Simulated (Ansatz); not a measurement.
# NaMgI3 (built on the sites of a database entry of CsMgF3): from the cell to its phonons, part 2 of 2

The cell of NaMgI3 (built on the sites of a database entry of CsMgF3) is at rest. What are its phonons? After the zone centre comes a 2×2×2 q mesh on a 4×4×4 k mesh.

Ansatz 0.2.0; DFT r2SCAN, scalar-relativistic, plane waves, PAW.

So far. Step 2 (Linear response at the zone centre): Before it was imposed, the acoustic sum rule was missed by 2.2e-4 eV/Å² and the charge sum rule by 0.011 e. Small misses are needed for a sound result but don't prove that mesh and cutoff are converged. The lowest optical mode is imaginary, 76.2i cm⁻¹, so the energy falls along it.

The structure was built from a prototype and need not be the compound's stable phase.

## (3) Phonons on a q mesh

Stability and thermal properties need the whole zone. Linear response on a 2×2×2 q mesh gives force constants as far as a supercell of that size would, and the tensors from the zone-centre run are typed in so that the long-range dipole term is interpolated apart.

File input.yaml:

```yaml
crystal:
  lattice:
    - [5.7884207145, 0.0, 0.0]
    - [0.0, 5.7884207145, 0.0]
    - [0.0, 0.0, 5.7884207145]
  atoms:
    - { symbol: Na, position: [0.0, 0.0, 0.0] }
    - { symbol: Mg, position: [0.5, 0.5, 0.5] }
    - { symbol: I, position: [0.0, 0.5, 0.5] }
    - { symbol: I, position: [0.5, 0.0, 0.5] }
    - { symbol: I, position: [0.5, 0.5, 0.0] }
kpoints:
  mp_grid: { grid: [4, 4, 4] }
hamiltonian:
  xc: r2scan
scf:
  occupations: { method: fixed }
output:
  eigenvalues: true
phonons:
  method: dfpt
  qmesh: [2, 2, 2]
  temperatures: { t_max: 1000, t_step: 50 }
  qpath:
    path:
      - [[0.0, 0.0, 0.0], [0.0, 0.5, 0.0], [0.5, 0.5, 0.0], [0.0, 0.0, 0.0], [0.5, 0.5, 0.5], [0.0, 0.5, 0.0]]
      - [[0.5, 0.5, 0.5], [0.5, 0.5, 0.0]]
    npoints: 10
  non_analytic_term:
    high_frequency_dielectric_tensor: [[3.5178, 0.0, 0.0], [0.0, 3.5178, 0.0], [0.0, 0.0, 3.5178]]
    born_effective_charges:
      - { species: Na, tensor: [[1.4138, 0.0, 0.0], [0.0, 1.4138, 0.0], [0.0, 0.0, 1.4138]] }
      - { species: Mg, tensor: [[2.6335, 0.0, 0.0], [0.0, 2.6335, 0.0], [0.0, 0.0, 2.6335]] }
      - { species: I, tensor: [[-2.3493, 0.0, 0.0], [0.0, -0.849, 0.0], [0.0, 0.0, -0.849]] }
      - { species: I, tensor: [[-0.849, 0.0, 0.0], [0.0, -2.3493, 0.0], [0.0, 0.0, -0.849]] }
      - { species: I, tensor: [[-0.849, 0.0, 0.0], [0.0, -0.849, 0.0], [0.0, 0.0, -2.3493]] }
    source: "zone-centre run at this cell"
```

Run with:

```sh
> ansatz run input.yaml --threads 8 --pin off --max-ram 14336MiB --backend cpu --events-out ev --progress --plain --runs-dir out
```

Numbers of over 12 decimals in the logs are rounded to 6 here.

What it wrote:

```text
[...]
Crystal: 5 atoms, lattice volume = 193.946 Å³
Basis set: ecut = 500 eV, 4945 PW (Γ), exchange–correlation on 360×360×360 points (512 copies of the dense FFT grid, shifted against one another)
Bands: 42, of which v1, the nominal top of the filled ones, is band 35 counted from 1 (34 counted from 0)
Symmetry: 48 space group operations
k-points: 30 of 64 (irreducible under 2 space group operations, time reversal used)
[...]
SCF iter   1: F=—  HF=-26004.620491 eV  |F-HF|=—  |Δ(HF+E_count)|=         —  Δρ=4.33e-3  dr2=2.25e-2  dr2_τ=2.33e-3  ethr=1.77e-3  ⟨swp⟩=5.9  Hψ=4279  notcnv=0  defer=136
[...]
SCF iter   9: F=-26004.651831 eV  HF=-26004.651831 eV  |F-HF|=1.46e-11  |Δ(HF+E_count)|=  2.91e-11  Δρ=6.21e-8  dr2=9.78e-12  dr2_τ=1.37e-13  ethr=1.00e-12  ⟨swp⟩=17.4  Hψ=8591  notcnv=0
SCF 1 converged in 9 iterations: F = -26004.651831 eV  dr2 = 9.78e-12
[...]
NSCF: frozen V_eff on 10 k-points
[...]
SCF converged after 9 iterations
Free energy (F): -26004.651831 eV
[...]
Internal energy: -26004.651831 eV  (E = F + TS)
E sigma→0 (E₀):  -26004.651831 eV
Fermi energy:    3.358528 eV
[...]
--- Band table (eV; the first three rows and the last of 30) ---
  k-point 0: bands = [... 31 lower, 2.4704, 2.7895, 2.7895, 2.7895, 5.1810, 6.4972, 9.2830, 9.2830, ... 3 higher]
  k-point 1: bands = [... 31 lower, 2.2680, 2.3526, 2.6984, 2.6984, 5.9637, 7.2605, 9.2427, 9.4577, ... 3 higher]
  k-point 2: bands = [... 31 lower, 1.9767, 2.2429, 2.6801, 2.6801, 7.3337, 7.8168, 8.5482, 9.6993, ... 3 higher]
  k-point 29: bands = [... 31 lower, 2.2746, 3.3585, 3.3585, 3.3585, 6.5699, 8.4683, 8.4683, 8.4683, ... 3 higher]
[...]
ASR residual: 8.390e-5 → 0.000e0 eV/Å²; symmetrization residual: 7.705e-6 eV/Å²
  ASR residual per site (eV/Å²): 7.00e-5 8.39e-5 4.68e-5 4.68e-5 4.68e-5
[...]
--- Phonons (arbitrary-q DFPT): 4 irreducible q on the 2×2×2 mesh ---
  q = [0.0000, 0.0000, 0.0000] (star 1, of the zone-centre solve; hermiticity 3.35e-6, symmetrization 6.32e-8): -76.25 -76.25 -76.25 -0.00 0.00 0.00 17.48 17.48 17.48 61.46 61.46 61.46 162.66 162.66 162.66
  q = [0.0000, 0.0000, -0.5000] (star 3, 9 solved perturbations in 216 linear systems a pass and spin channel, the states on 27 of 64 k-point pairs; hermiticity 7.52e-6, symmetrization 2.19e-11): -71.49 -71.49 9.21 9.21 20.59 37.17 37.68 37.68 44.12 65.73 65.73 121.25 162.37 162.37 209.34
[...]
sum rule: each row above includes the acoustic sum rule's correction from the zone centre's row sums; it moved no ω² by more than (0.97 cm⁻¹)²
  mesh force constants: q→R imaginary residual 3.55e-18; ASR residual 8.390e-5 → 0.000e0 eV/Å²; symmetrization residual 1.776e-15 eV/Å²
  interpolated dispersion: 63 rows × 15 modes
  density of states and harmonic sums: on the 12×12×12 q-mesh, interpolated from the force constants of a 2×2×2 supercell (with the dipole–dipole term of supplied tensors)
  largest difference from the sums on the solved wave vectors: F 3.17e-1 eV, S 3.98e-4 and C_V 8.94e-5 eV/K
  zero-point energy: 0.062814 eV/cell   skipped modes (ω ≤ 0): 388, of them read as no rigid motion or as one in doubt: 385 (4.693e0 modes/cell left out, lowest -76.25 cm⁻¹)   left out of the sums: 3.13e-1 of the cell's modes: C_V's classical limit lies that fraction below 3 k_B per atom; for a crystal, a wire or a layer, F and S can be off by more, and a phonons.interpolated_qmesh denser along its periods is the remedy for the sampling
```

Run time: 7.7 min. Hardware: 8 threads of Arm Neoverse V2, shared host; peak memory 13 GiB.

Numbers from this step:

```yaml
sum_rule_residual_before_enforcement: 8.39e-5 eV/Å²
lowest_frequency_on_the_path: -76.25 cm⁻¹
highest_frequency_on_the_path_or_at_a_solved_wavevector: 227.7 cm⁻¹
lowest_mode_on_the_q_mesh_acoustic_modes_at_gamma_apart: -76.25 cm⁻¹
```

Frequencies (cm⁻¹) solved at each irreducible wavevector; negative means imaginary. Frequencies by wavevector, by row:

| q in reciprocal lattice units | star | mode 1 | mode 2 | mode 3 | mode 4 | mode 13 | mode 14 | mode 15 |
| --- | --- | --- | --- | --- | --- | --- | --- | --- |
| 0 0 0 | 1 | -76.2 | -76.2 | -76.2 | 0 | 162.7 | 162.7 | 162.7 |
| 0 0 -0.5 | 3 | -71.5 | -71.5 | 9.2 | 9.2 | 162.4 | 162.4 | 209.3 |
| 0 -0.5 -0.5 | 3 | -66.6 | -66.6 | -64.8 | -48.1 | 162.3 | 218.4 | 218.4 |
| -0.5 -0.5 -0.5 | 1 | -73.8 | -73.8 | -73.8 | -48.1 | 225.2 | 225.2 | 225.2 |

Interpolated from a 2×2×2 q mesh, with the LO-TO term (at Γ the limit along the path; where Γ stands inside the path, tables give the limit on arrival). The phonon branches at the labelled points (cm⁻¹):

| point | branch 1 | branch 2 | branch 3 | branch 4 | branch 12 | branch 13 | branch 14 | branch 15 |
| --- | --- | --- | --- | --- | --- | --- | --- | --- |
| Γ | -76 | -76 | -44 | 0 | 73 | 163 | 163 | 228 |
| halfway | -74 | -74 | -2 | 12 | 93 | 162 | 162 | 220 |
| X | -72 | -72 | 9 | 9 | 121 | 162 | 162 | 209 |
| halfway | -70 | -68 | -48 | -34 | 117 | 162 | 194 | 213 |
| M | -67 | -67 | -65 | -48 | 128 | 162 | 218 | 218 |
| halfway | -71 | -69 | -47 | -26 | 102 | 162 | 177 | 218 |
| Γ | -76 | -76 | -44 | 0 | 73 | 163 | 163 | 228 |
| halfway | -69 | -69 | -55 | -29 | 110 | 182 | 182 | 216 |
| R | -74 | -74 | -74 | -48 | 139 | 225 | 225 | 225 |
| halfway | -70 | -68 | -59 | -37 | 122 | 187 | 200 | 217 |
| X | -72 | -72 | 9 | 9 | 121 | 162 | 162 | 209 |
| jump to R | -74 | -74 | -74 | -48 | 139 | 225 | 225 | 225 |
| halfway | -70 | -70 | -69 | -48 | 131 | 195 | 222 | 222 |
| M | -67 | -67 | -65 | -48 | 128 | 162 | 218 | 218 |

Tetrahedra on a 12×12×12 mesh, mean over bins of 5 cm-1. Interpolated from a 2×2×2 q mesh. Phonon density of states against wavenumber; read off at these points:

| wavenumber (cm⁻¹) | phonon density of states (1/cm⁻¹/cell) |
| --- | --- |
| -78 | 0.00386 |
| -68 | 0.235 |
| -58 | 0.0267 |
| -48 | 0.0473 |
| -38 | 0.0614 |
| -22 | 0.0449 |
| -12 | 0.0246 |
| -2 | 0.0221 |
| 8 | 0.0360 |
| 18 | 0.0496 |
| 28 | 0.0652 |
| 38 | 0.0689 |
| 48 | 0.0947 |
| 58 | 0.101 |
| 68 | 0.0510 |
| 82 | 0.156 |
| 92 | 0.00764 |
| 102 | 0.0130 |
| 112 | 0.0373 |
| 122 | 0.0293 |
| 132 | 0.0101 |
| 142 | 0 |
| 152 | 0 |
| 162 | 0.0939 |
| 172 | 0.0392 |
| 188 | 0.0242 |
| 198 | 0.0211 |
| 208 | 0.0210 |
| 218 | 0.140 |
| 228 | 0.00165 |

The partial phonon density of states has structure finer than the step of the table below, so its rows give means over 10 cm⁻¹, whole bins alone (the curve runs from -86.2 to 243 cm⁻¹). Peaks (cm⁻¹: height): I -36.5: 0.0585, -22.0: 0.0677, 21.6: 0.0671, 58.9: 0.0978, 81.7: 0.124, 114.9: 0.0325, 164.6: 0.0263; Mg 73.4: 0.0154, 164.6: 0.0726, 197.8: 0.0277, 216.5: 0.113; Na -69.7: 0.255.

Phonopy on the run's constants, 11x11x11 mesh, Gaussian sigma 2.4 cm-1. Interpolated from a 2×2×2 q mesh. The partial phonon density of states by wavenumber; means over each step; values in 1/cm⁻¹/cell:

| wavenumber (cm⁻¹) | I | Mg | Na |
| --- | --- | --- | --- |
| -80 | 0.00105 | 3.0e-5 | 0.0129 |
| -70 | 0.0157 | 8.2e-4 | 0.172 |
| -60 | 0.00428 | 4.6e-4 | 0.0348 |
| -50 | 0.0181 | 5.5e-4 | 0.0197 |
| -40 | 0.0497 | 6.3e-4 | 0.0173 |
| -30 | 0.0393 | 1.5e-4 | 0.00509 |
| -20 | 0.0493 | 9.4e-5 | 0.00428 |
| -10 | 0.0148 | 2.0e-5 | 0.00102 |
| 0 | 0.00651 | 4.6e-5 | 1.0e-4 |
| 10 | 0.0447 | 4.4e-4 | 0.00147 |
| 20 | 0.0607 | 5.4e-4 | 0.00309 |
| 30 | 0.0569 | 9.2e-4 | 0.00614 |
| 40 | 0.0686 | 9.6e-4 | 0.00610 |
| 50 | 0.0862 | 6.7e-4 | 0.00474 |
| 60 | 0.0875 | 0.00328 | 0.00332 |
| 70 | 0.0570 | 0.0131 | 0.00122 |
| 80 | 0.100 | 0.00877 | 0.00231 |
| 90 | 0.0206 | 0.00174 | 6.5e-4 |
| 100 | 0.0102 | 0.00145 | 8.3e-5 |
| 110 | 0.0241 | 0.00279 | 3.4e-4 |
| 120 | 0.0283 | 0.00253 | 2.0e-4 |
| 130 | 0.0159 | 9.1e-4 | 1.5e-6 |
| 140 | 0.00238 | 5.2e-5 | 0 |
| 150 | 2.7e-5 | 5.8e-5 | 0 |
| 160 | 0.0122 | 0.0313 | 2.1e-5 |
| 170 | 0.0116 | 0.0403 | 1.5e-4 |
| 180 | 0.00429 | 0.0275 | 2.6e-4 |
| 190 | 0.00137 | 0.0180 | 2.1e-4 |
| 200 | 0.00130 | 0.0200 | 2.5e-4 |
| 210 | 0.00204 | 0.0497 | 8.1e-4 |
| 220 | 0.00451 | 0.0689 | 0.00152 |
| 230 | 3.6e-4 | 0.00330 | 9.5e-5 |

Symmetry leaves 4 wavevectors to solve. The lowest mode among them, the acoustic zeros apart, lies at Γ and is imaginary, 76.2i cm⁻¹, so the energy falls along it.

## (4) Another isotope

An isotope changes the mass and not the force constants, so no new electronic calculation is needed; the shifts show which modes move this element.

The same force constants with the mass of Mg changed from 24.305 to 25.983 u (phonopy, no LO-TO term). Both lists are sorted by frequency; levels can cross, so a row need not hold one and the same mode. Modes under 3 cm⁻¹ are left out. Isotope shifts, by row, the first 40 of 57 rows:

| q | rank | natural mass (cm⁻¹) | changed mass (cm⁻¹) |
| --- | --- | --- | --- |
| 0 0 0 | 1 | -76.25 | -76.25 |
| 0 0 0 | 2 | -76.25 | -76.25 |
| 0 0 0 | 3 | -76.25 | -76.25 |
| 0 0 0 | 7 | 17.48 | 17.48 |
| 0 0 0 | 8 | 17.48 | 17.48 |
| 0 0 0 | 9 | 17.48 | 17.48 |
| 0 0 0 | 10 | 61.46 | 60.89 |
| 0 0 0 | 11 | 61.46 | 60.89 |
| 0 0 0 | 12 | 61.46 | 60.89 |
| 0 0 0 | 13 | 162.7 | 159.1 |
| 0 0 0 | 14 | 162.7 | 159.1 |
| 0 0 0 | 15 | 162.7 | 159.1 |
| 0 0 -0.5 | 1 | -71.49 | -71.49 |
| 0 0 -0.5 | 2 | -71.49 | -71.49 |
| 0 0 -0.5 | 3 | 9.21 | 9.2 |
| 0 0 -0.5 | 4 | 9.21 | 9.2 |
| 0 0 -0.5 | 5 | 20.59 | 20.59 |
| 0 0 -0.5 | 6 | 37.17 | 37.17 |
| 0 0 -0.5 | 7 | 37.68 | 37.68 |
| 0 0 -0.5 | 8 | 37.68 | 37.68 |
| 0 0 -0.5 | 9 | 44.12 | 44.12 |
| 0 0 -0.5 | 10 | 65.73 | 65.07 |
| 0 0 -0.5 | 11 | 65.73 | 65.07 |
| 0 0 -0.5 | 12 | 121.2 | 121.2 |
| 0 0 -0.5 | 13 | 162.4 | 158.7 |
| 0 0 -0.5 | 14 | 162.4 | 158.7 |
| 0 0 -0.5 | 15 | 209.3 | 202.5 |
| 0 -0.5 -0.5 | 1 | -66.6 | -66.57 |
| 0 -0.5 -0.5 | 2 | -66.6 | -66.57 |
| 0 -0.5 -0.5 | 3 | -64.75 | -64.75 |
| 0 -0.5 -0.5 | 4 | -48.1 | -48.1 |
| 0 -0.5 -0.5 | 5 | 32.07 | 32.07 |
| 0 -0.5 -0.5 | 6 | 32.07 | 32.07 |
| 0 -0.5 -0.5 | 7 | 45.2 | 45.19 |
| 0 -0.5 -0.5 | 8 | 45.2 | 45.19 |
| 0 -0.5 -0.5 | 9 | 61.78 | 61.78 |
| 0 -0.5 -0.5 | 10 | 72.72 | 72.04 |
| 0 -0.5 -0.5 | 11 | 73.24 | 73.24 |
| 0 -0.5 -0.5 | 12 | 128.4 | 128.4 |
| 0 -0.5 -0.5 | 13 | 162.3 | 158.4 |

A mode of this element alone would shift by -3.28 %. The highest zone-centre frequency without the field goes from 162.7 to 159.1 cm⁻¹ (-2.2 %).

## (5) What came out

```yaml
space_group_within_0p01_a: Pm-3m
volume_per_atom: 38.8 Å³
gap_on_the_k_mesh: 1.82 eV
highest_optical_mode_at_the_zone_centre_no_lo_to_term: 163 cm⁻¹
top_of_the_zone_centre_spectrum_with_the_field: 228 cm⁻¹
lowest_optical_zone_centre_mode: -76.2 cm⁻¹
mean_high_frequency_dielectric_constant: 3.52
largest_born_charge_third_of_the_trace: 2.63 e
lowest_mode_on_the_q_mesh_acoustic_modes_at_gamma_apart: -76.2 cm⁻¹
highest_frequency_on_the_path_or_at_a_solved_wavevector: 228 cm⁻¹
imaginary_modes_on_the_2x2x2_q_mesh: yes
```

Modes are clearly imaginary (beyond 10i cm⁻¹) at 4 of the 4 irreducible wavevectors, most at Γ (76.2i cm⁻¹), so this structure is not a minimum of the energy. Without the field, the optical modes at Γ span -76 to 163 cm⁻¹ (negative means imaginary). The highest mode in this list at Γ, 162.7 cm⁻¹, has its largest share on Mg (67 % of the kinetic energy). With the macroscopic field of the longitudinal modes the top of the zone-centre spectrum lies at 228 cm⁻¹, against 163 cm⁻¹ without it. Among the real modes, the strongest infrared line is at 163 cm⁻¹. With the field response the log warns that the k mesh is coarse for the force constants too, so the frequencies may not be converged. Spin-orbit coupling is left out, which can matter for the heavy elements here. The starting cell was built on a prototype and not taken from a measurement, so the phase need not exist. These are harmonic frequencies at zero temperature: anharmonic shifts, linewidths and thermal expansion are left out.

[Logs are printed without paths, hosts, clocks, repeated set-up lines and the standing remarks that a program may print on its own settings, such as how far it seeks lower states.]

[Hosts, paths, dates, database ids (printed as entryN), source tags and the programs' standing remarks are cut or masked in the printed files.]
